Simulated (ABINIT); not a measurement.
**MgGeSe3 (Pm-3m): zone-centre phonons**

Aim: the zone-centre modes of MgGeSe3 (Pm-3m).

Main program and level: ABINIT 10.8.3; DFT LDA, scalar-relativistic, plane waves, HGH norm-conserving pseudopotentials.

The structure was built from a prototype and need not be the compound's stable phase.

## Step 1: Set-up

It takes space group Pm-3m (No. 221, cubic). The conventional cell has a = 4.920 Å, b = 4.920 Å, c = 4.920 Å, α = 90.00°, β = 90.00°, γ = 90.00°. Mg has 12 Se at 3.48 Å nearest. Ge has 6 Se at 2.46 Å nearest. Nearest to Se lie 2 Ge at 2.46 Å. Farther neighbours and most contacts between anions are not listed.

## Step 2: A first look

A first run with smearing and empty bands tells whether the crystal has a gap, which decides between fixed occupations and smearing later on.

Contents of probe.abi:

```
# ground state
tolvrs 1.0d-08
prtden 1
prtwf 1

# basis, mesh and filling
ecut 30.0
ixc 7
ngkpt 4 4 4
nshiftk 1
shiftk 0.0 0.0 0.0
istwfk *1
occopt 7
tsmear 0.005
nband 19
nstep 100
diemac 9.0
prtebands 0
prtgsr 0

# cell and atoms
acell 9.296696643 9.296696643 9.296696643
rprim 
    1.0 0.0 0.0
    0.0 1.0 0.0
    0.0 0.0 1.0
ntypat 3
znucl 12 32 34
natom 5
typat 1 2 3 3 3
xred 
    0.0 0.0 0.0
    0.5 0.5 0.5
    0.5 0.5 0.0
    0.5 0.0 0.5
    0.0 0.5 0.5
pp_dirpath "./pseudo"
pseudos "Mg.hgh, Ge.hgh, Se.hgh"
```

Run with:

```bash
OMP_NUM_THREADS=1 mpirun -n 4 abinit probe.abi > probe.log
```

Numbers of over 12 decimals in the logs are rounded to 6 here.

probe.abo, the main output file:

```text
[banners, grids, parts of the stress and lines that vanish by symmetry left out]
- input  file    -> probe.abi
- output file    -> probe.abo
- root for input  files -> probei
[...]
Symmetries : space group Pm -3 m (#221); Bravais cP (primitive cubic)
[...]
mpw =        6382          nfft =      110592          nkpt =          10
[...]
== DATASET  1 ==================================================================
[...]
cutoff_energies: {ecut:  30.0, pawecutdg:  -1.0, }
[...]
Exchange-correlation functional for the present dataset will be:
  LDA: Perdew-Wang 92 LSD fit to Ceperley-Alder data - ixc=7
[...]
ETOT  1  -33.321199208225    -3.332E+01 2.500E-02 2.035E+02
 ETOT  2  -33.383341814447    -6.214E-02 1.697E-03 9.844E+00
 ETOT  3  -33.385516871759    -2.175E-03 1.781E-04 6.490E-01
 ETOT  4  -33.385622082480    -1.052E-04 1.828E-04 5.227E-03
 ETOT  5  -33.385622931464    -8.490E-07 2.733E-05 1.743E-04
 ETOT  6  -33.385622945753    -1.429E-08 4.227E-05 5.214E-06
 ETOT  7  -33.385622946093    -3.399E-10 6.425E-06 1.201E-08
 ETOT  8  -33.385622946093    -6.395E-14 1.016E-05 1.240E-10
 At SCF step    8       vres2   =  1.24E-10 < tolvrs=  1.00E-08 =>converged.
[...]
sigma(1 1)=  4.60233735E-05  sigma(3 2)=  0.00000000E+00
  sigma(2 2)=  4.60233735E-05  sigma(3 1)=  0.00000000E+00
  sigma(3 3)=  4.60233735E-05  sigma(2 1)=  0.00000000E+00
[...]
convergence: {deltae: -6.395E-14, res2:  1.240E-10, residm:  1.016E-05, diffor: null, }
etotal    :  -3.33856229E+01
[...]
sigma(1 1)=  4.60233735E-05  sigma(3 2)=  0.00000000E+00
  sigma(2 2)=  4.60233735E-05  sigma(3 1)=  0.00000000E+00
  sigma(3 3)=  4.60233735E-05  sigma(2 1)=  0.00000000E+00
[...]
- sigma(1 1)=  1.35405440E+00  sigma(3 2)=  0.00000000E+00
- sigma(2 2)=  1.35405440E+00  sigma(3 1)=  0.00000000E+00
- sigma(3 3)=  1.35405440E+00  sigma(2 1)=  0.00000000E+00
[...]
fcart     -0.0000000000E+00 -0.0000000000E+00 -0.0000000000E+00
           strten      4.6023373487E-05  4.6023373487E-05  4.6023373487E-05
================================================================================

[key lines of the parts left out:]
pressure_GPa:  -1.3541E+00
```

It took 8.4 s on 4 MPI ranks of Arm Neoverse V2, shared host.

This step gave:

```
volume per atom   : 23.81 Å³
pressure          : -1.354 GPa
gap on the k-mesh : 0 eV
```

No gap opens on this mesh, so smearing is kept; the printed pressure holds the stress of the finite basis too.

## Step 3: Rough relaxation

The typed start is rough, so a first relaxation with smearing and loose thresholds takes it towards rest cheaply.

Contents of prerelax.abi:

```
# relaxation
ionmov 2
optcell 2
dilatmx 1.15
chkdilatmx 0
ntime 40
tolmxf 3.0d-04
tolvrs 1.0d-10
prtwf 0
prtden 0
chksymtnons 0

# basis, mesh and filling
ecut 31.0
ecutsm 3.0
ixc 7
ngkpt 4 4 4
nshiftk 1
shiftk 0.0 0.0 0.0
istwfk *1
occopt 7
tsmear 0.005
nband 19
nstep 100
diemac 1000000.0
prtebands 0
prtgsr 0

# cell and atoms
acell 9.296696643 9.296696643 9.296696643
rprim 
    1.0 0.0 0.0
    0.0 1.0 0.0
    0.0 0.0 1.0
ntypat 3
znucl 12 32 34
natom 5
typat 1 2 3 3 3
xred 
    0.0 0.0 0.0
    0.5 0.5 0.5
    0.5 0.5 0.0
    0.5 0.0 0.5
    0.0 0.5 0.5
pp_dirpath "./pseudo"
pseudos "Mg.hgh, Ge.hgh, Se.hgh"
```

Run with:

```bash
OMP_NUM_THREADS=1 mpirun -n 4 abinit prerelax.abi > prerelax.log
```

prerelax.abo, the main output file:

```text
[banners, grids, parts of the stress and lines that vanish by symmetry left out]
- input  file    -> prerelax.abi
- output file    -> prerelax.abo
- root for input  files -> prerelaxi
[...]
Symmetries : space group Pm -3 m (#221); Bravais cP (primitive cubic)
[...]
mpw =       10116          nfft =      157464          nkpt =          10
[...]
== DATASET  1 ==================================================================
[...]
cutoff_energies: {ecut:  31.0, pawecutdg:  -1.0, }
[...]
Exchange-correlation functional for the present dataset will be:
  LDA: Perdew-Wang 92 LSD fit to Ceperley-Alder data - ixc=7
[...]
ETOT  1  -33.325393563603    -3.333E+01 2.161E-02 2.900E+02
 ETOT  2  -33.384525648195    -5.913E-02 1.964E-03 6.325E+00
 ETOT  3  -33.385435982054    -9.103E-04 3.093E-04 8.842E-01
 ETOT  4  -33.385523387048    -8.740E-05 2.765E-04 2.555E-02
[...]
ETOT  9  -33.385861083167     9.734E-13 2.692E-11 7.809E-13
 At SCF step    9       vres2   =  7.81E-13 < tolvrs=  1.00E-10 =>converged.
[...]
sigma(1 1)= -8.22174688E-07  sigma(3 2)=  0.00000000E+00
  sigma(2 2)= -8.22174688E-07  sigma(3 1)=  0.00000000E+00
  sigma(3 3)= -8.22174688E-07  sigma(2 1)=  0.00000000E+00
[...]
convergence: {deltae:  9.734E-13, res2:  7.809E-13, residm:  2.692E-11, diffor: null, }
etotal    :  -3.33858611E+01
[...]
At Broyd/MD step   3, gradients are converged :
[...]
sigma(1 1)= -8.22174688E-07  sigma(3 2)=  0.00000000E+00
  sigma(2 2)= -8.22174688E-07  sigma(3 1)=  0.00000000E+00
  sigma(3 3)= -8.22174688E-07  sigma(2 1)=  0.00000000E+00
[...]
- sigma(1 1)= -2.41892145E-02  sigma(3 2)=  0.00000000E+00
- sigma(2 2)= -2.41892145E-02  sigma(3 1)=  0.00000000E+00
- sigma(3 3)= -2.41892145E-02  sigma(2 1)=  0.00000000E+00
[...]
fcart     -0.0000000000E+00 -0.0000000000E+00 -0.0000000000E+00
           strten     -8.2217468823E-07 -8.2217468823E-07 -8.2217468823E-07
================================================================================

[key lines of the parts left out:]
pressure_GPa:   2.4189E-02
Total energy (etotal) [Ha]= -3.33858610831673E+01
```

Wall time 42 s (4 MPI ranks); 2.8 min of CPU time.

Step by step:

```
step  energy less that of the first step (eV)  largest force (eV/Å)  volume (Å³)
   1                                   0.0000                0.0000       119.07
   2                                  -0.0029                0.0000       118.64
   3                                  -0.0091                0.0000       116.58
```

| conventional cell, symmetrised | before | after | change |
| --- | --- | --- | --- |
| a (Å) | 4.920 | 4.885 | -0.7 % |
| b (Å) | 4.920 | 4.885 | -0.7 % |
| c (Å) | 4.920 | 4.885 | -0.7 % |
| volume (Å³/atom) | 23.81 | 23.32 | -2.1 % |

Final coordinates:

```xyz
5
Lattice="4.8851 0.0000 0.0000 0.0000 4.8851 0.0000 0.0000 0.0000 4.8851" Properties=species:S:1:pos:R:3 pbc="T T T"
Mg    0.0000    0.0000    0.0000
Ge    2.4426    2.4426    2.4426
Se    2.4426    2.4426    0.0000
Se    2.4426    0.0000    2.4426
Se    0.0000    2.4426    2.4426
```

This step gave:

```yaml
volume_per_atom: 23.32 Å³
pressure: 0.02419 GPa
```

The volume changes by -2.1 % in this run and stands -2.1 % from the first cell.

## Step 4: Relaxation

The harmonic expansion needs vanishing forces, and a free crystal bears no stress, so cell and atoms are brought to rest. Stress is more sensitive to the basis than forces are: the last 3 Ha under the cutoff are smoothed with ecutsm, and the cutoff is raised above that of the later runs.

Contents of relax.abi:

```
# relaxation
ionmov 2
optcell 2
dilatmx 1.08
ntime 40
tolmxf 1.0d-05
tolvrs 1.0d-14
prtwf 0
prtden 0
chksymtnons 0

# basis, mesh and filling
ecut 38.0
ecutsm 3.0
ixc 7
ngkpt 6 6 6
nshiftk 1
shiftk 0.0 0.0 0.0
istwfk *1
occopt 3
tsmear 0.01
nband 19
nstep 100
diemac 1000000.0
prtebands 0
prtgsr 0

# cell and atoms
acell 9.231559756 9.231559756 9.231559756
rprim 
    1.0 0.0 0.0
    0.0 1.0 0.0
    0.0 0.0 1.0
ntypat 3
znucl 12 32 34
natom 5
typat 1 2 3 3 3
xred 
    0.0 0.0 0.0
    0.5 0.5 0.5
    0.5 0.5 0.0
    0.5 0.0 0.5
    0.0 0.5 0.5
pp_dirpath "./pseudo"
pseudos "Mg.hgh, Ge.hgh, Se.hgh"
```

Run with:

```bash
OMP_NUM_THREADS=1 mpirun -n 4 abinit relax.abi > relax.log
```

relax.abo, the main output file:

```text
[banners, grids, parts of the stress and lines that vanish by symmetry left out]
- input  file    -> relax.abi
- output file    -> relax.abo
- root for input  files -> relaxi
[...]
Symmetries : space group Pm -3 m (#221); Bravais cP (primitive cubic)
[...]
mpw =       11164          nfft =      216000          nkpt =          20
[...]
== DATASET  1 ==================================================================
[...]
cutoff_energies: {ecut:  38.0, pawecutdg:  -1.0, }
[...]
Exchange-correlation functional for the present dataset will be:
  LDA: Perdew-Wang 92 LSD fit to Ceperley-Alder data - ixc=7
[...]
ETOT  1  -33.318913674196    -3.332E+01 2.334E-02 4.218E+02
 ETOT  2  -33.393849298651    -7.494E-02 1.071E-03 3.352E+01
 ETOT  3  -33.397624222396    -3.775E-03 1.469E-03 1.447E+00
 ETOT  4  -33.397740208786    -1.160E-04 6.664E-04 1.295E-02
 ETOT  5  -33.397741066136    -8.574E-07 4.062E-04 5.678E-04
[...]
At SCF step   11       vres2   =  1.62E-15 < tolvrs=  1.00E-14 =>converged.
[...]
sigma(1 1)= -1.57242099E-05  sigma(3 2)=  0.00000000E+00
  sigma(2 2)= -1.57242099E-05  sigma(3 1)=  0.00000000E+00
  sigma(3 3)= -1.57242099E-05  sigma(2 1)=  0.00000000E+00
[...]
convergence: {deltae:  4.206E-12, res2:  1.617E-15, residm:  1.304E-06, diffor: null, }
etotal    :  -3.33977411E+01
[...]
ETOT  1  -33.397736853514    -3.340E+01 4.880E-07 3.535E-01
[...]
At SCF step    9       vres2   =  8.08E-15 < tolvrs=  1.00E-14 =>converged.
[...]
sigma(1 1)= -1.29568672E-05  sigma(3 2)=  0.00000000E+00
  sigma(2 2)= -1.29568672E-05  sigma(3 1)=  0.00000000E+00
  sigma(3 3)= -1.29568672E-05  sigma(2 1)=  0.00000000E+00
[...]
convergence: {deltae:  1.720E-12, res2:  8.078E-15, residm:  4.424E-09, diffor: null, }
etotal    :  -3.33977571E+01
[...]
ETOT  1  -33.397327727863    -3.340E+01 2.119E-07 8.049E+00
[...]
At SCF step   10       vres2   =  3.57E-15 < tolvrs=  1.00E-14 =>converged.
[...]
sigma(1 1)= -1.47082784E-07  sigma(3 2)=  0.00000000E+00
  sigma(2 2)= -1.47082784E-07  sigma(3 1)=  0.00000000E+00
  sigma(3 3)= -1.47082784E-07  sigma(2 1)=  0.00000000E+00
[...]
convergence: {deltae:  1.144E-12, res2:  3.572E-15, residm:  3.643E-11, diffor: null, }
etotal    :  -3.33977914E+01
[...]
ETOT  1  -33.397791344109    -3.340E+01 4.302E-11 1.051E-03
[...]
ETOT  7  -33.397791404466    -8.384E-13 6.794E-13 3.463E-13
 ETOT  8  -33.397791404466    -4.974E-14 3.690E-13 6.690E-15
 At SCF step    8       vres2   =  6.69E-15 < tolvrs=  1.00E-14 =>converged.
[...]
sigma(1 1)= -1.40254214E-09  sigma(3 2)=  0.00000000E+00
  sigma(2 2)= -1.40254214E-09  sigma(3 1)=  0.00000000E+00
  sigma(3 3)= -1.40254213E-09  sigma(2 1)=  0.00000000E+00
[...]
convergence: {deltae: -4.974E-14, res2:  6.690E-15, residm:  3.690E-13, diffor: null, }
etotal    :  -3.33977914E+01
[...]
At Broyd/MD step   4, gradients are converged :
[...]
sigma(1 1)= -1.40254214E-09  sigma(3 2)=  0.00000000E+00
  sigma(2 2)= -1.40254214E-09  sigma(3 1)=  0.00000000E+00
  sigma(3 3)= -1.40254213E-09  sigma(2 1)=  0.00000000E+00
[...]
- sigma(1 1)= -4.12642143E-05  sigma(3 2)=  0.00000000E+00
- sigma(2 2)= -4.12642143E-05  sigma(3 1)=  0.00000000E+00
- sigma(3 3)= -4.12642142E-05  sigma(2 1)=  0.00000000E+00
[...]
fcart     -0.0000000000E+00 -0.0000000000E+00 -0.0000000000E+00
           strten     -1.4025421358E-09 -1.4025421352E-09 -1.4025421343E-09
================================================================================

[key lines of the parts left out:]
pressure_GPa:   4.1264E-05
Total energy (etotal) [Ha]= -3.33977914044663E+01
```

Run time: 2 min. Hardware: 4 MPI ranks.

Step by step:

```csv
step,energy less that of the first step (eV),largest force (eV/Å),volume (Å³)
1,0.0000,0.0000,116.58
2,-0.0004,0.0000,116.75
3,-0.0014,0.0000,117.53
4,-0.0014,0.0000,117.54
```

```csv
"conventional cell, symmetrised",before,after,change
a (Å),4.885,4.898,+0.3 %
b (Å),4.885,4.898,+0.3 %
c (Å),4.885,4.898,+0.3 %
volume (Å³/atom),23.32,23.51,+0.8 %
```

Final coordinates:

```xyz
5
Lattice="4.8984 0.0000 0.0000 0.0000 4.8984 0.0000 0.0000 0.0000 4.8984" Properties=species:S:1:pos:R:3 pbc="T T T"
Mg    0.0000    0.0000    0.0000
Ge    2.4492    2.4492    2.4492
Se    2.4492    2.4492    0.0000
Se    2.4492    0.0000    2.4492
Se    0.0000    2.4492    2.4492
```

Read from the output:

| Quantity | Value |
| --- | --- |
| volume per atom | 23.51 Å³ |
| pressure | 4.13e-5 GPa |

The volume changes by +0.8 % in this run and stands -1.3 % from the first cell.

## Step 5: Self-consistent run for the response

First-order wavefunctions inherit every error of the ground state, hence the very tight tolvrs. Smearing stays on, as the first look found no gap above 0.3 eV.

Contents of gs.abi:

```
# ground state
tolvrs 1.0d-16
prtden 1
prtwf 1

# basis, mesh and filling
ecut 30.0
ixc 7
ngkpt 6 6 6
nshiftk 1
shiftk 0.0 0.0 0.0
istwfk *1
occopt 3
tsmear 0.01
nband 19
nstep 100
diemac 1000000.0
prtebands 0
prtgsr 0

# cell and atoms
acell 9.256706552 9.256706552 9.256706552
rprim 
    1.0 0.0 0.0
    0.0 1.0 0.0
    0.0 0.0 1.0
ntypat 3
znucl 12 32 34
natom 5
typat 1 2 3 3 3
xred 
    0.0 0.0 0.0
    0.5 0.5 0.5
    0.5 0.5 0.0
    0.5 0.0 0.5
    0.0 0.5 0.5
pp_dirpath "./pseudo"
pseudos "Mg.hgh, Ge.hgh, Se.hgh"
```

Run with:

```bash
OMP_NUM_THREADS=1 mpirun -n 4 abinit gs.abi > gs.log
```

gs.abo, the main output file:

```text
[banners, grids, parts of the stress and lines that vanish by symmetry left out]
- input  file    -> gs.abi
- output file    -> gs.abo
- root for input  files -> gsi
[...]
Symmetries : space group Pm -3 m (#221); Bravais cP (primitive cubic)
[...]
mpw =        6254          nfft =      110592          nkpt =          20
[...]
== DATASET  1 ==================================================================
[...]
cutoff_energies: {ecut:  30.0, pawecutdg:  -1.0, }
[...]
Exchange-correlation functional for the present dataset will be:
  LDA: Perdew-Wang 92 LSD fit to Ceperley-Alder data - ixc=7
[...]
ETOT  1  -33.327893984684    -3.333E+01 1.813E-02 2.178E+02
 ETOT  2  -33.393057092245    -6.516E-02 4.034E-03 1.820E+01
 ETOT  3  -33.396865370766    -3.808E-03 1.933E-04 8.805E-01
 ETOT  4  -33.396996929932    -1.316E-04 2.284E-04 8.009E-03
 ETOT  5  -33.396998120573    -1.191E-06 4.267E-05 4.087E-04
[...]
ETOT 11  -33.396998162148    -7.105E-15 4.141E-06 1.376E-15
 ETOT 12  -33.396998162150    -1.435E-12 5.114E-06 1.408E-17
 At SCF step   12       vres2   =  1.41E-17 < tolvrs=  1.00E-16 =>converged.
[...]
sigma(1 1)=  5.97813659E-06  sigma(3 2)=  0.00000000E+00
  sigma(2 2)=  5.97813659E-06  sigma(3 1)=  0.00000000E+00
  sigma(3 3)=  5.97813659E-06  sigma(2 1)=  0.00000000E+00
[...]
convergence: {deltae: -1.435E-12, res2:  1.408E-17, residm:  5.114E-06, diffor: null, }
etotal    :  -3.33969982E+01
[...]
sigma(1 1)=  5.97813659E-06  sigma(3 2)=  0.00000000E+00
  sigma(2 2)=  5.97813659E-06  sigma(3 1)=  0.00000000E+00
  sigma(3 3)=  5.97813659E-06  sigma(2 1)=  0.00000000E+00
[...]
- sigma(1 1)=  1.75882851E-01  sigma(3 2)=  0.00000000E+00
- sigma(2 2)=  1.75882851E-01  sigma(3 1)=  0.00000000E+00
- sigma(3 3)=  1.75882851E-01  sigma(2 1)=  0.00000000E+00
[...]
fcart     -0.0000000000E+00 -0.0000000000E+00 -0.0000000000E+00
           strten      5.9781365946E-06  5.9781365946E-06  5.9781365946E-06
================================================================================

[key lines of the parts left out:]
pressure_GPa:  -1.7588E-01
```

Wall time 18 s (4 MPI ranks).

Read from the output:

| Item | Value |
| --- | --- |
| pressure | -0.1759 GPa |

The cell stands at -0.18 GPa: the relaxation ran with a smoothed and higher cutoff, and the difference is a stress of the finite basis.

(Part 1 of 4 ends here.)

[Host names and launcher messages were left out of these logs when they were recorded.]

[Logs are printed without paths, hosts, clocks, repeated set-up lines and the standing remarks that a program may print on its own settings, such as how far it seeks lower states.]

[Hosts, paths, dates, database ids (printed as entryN), source tags and the programs' standing remarks are cut or masked in the printed files.]
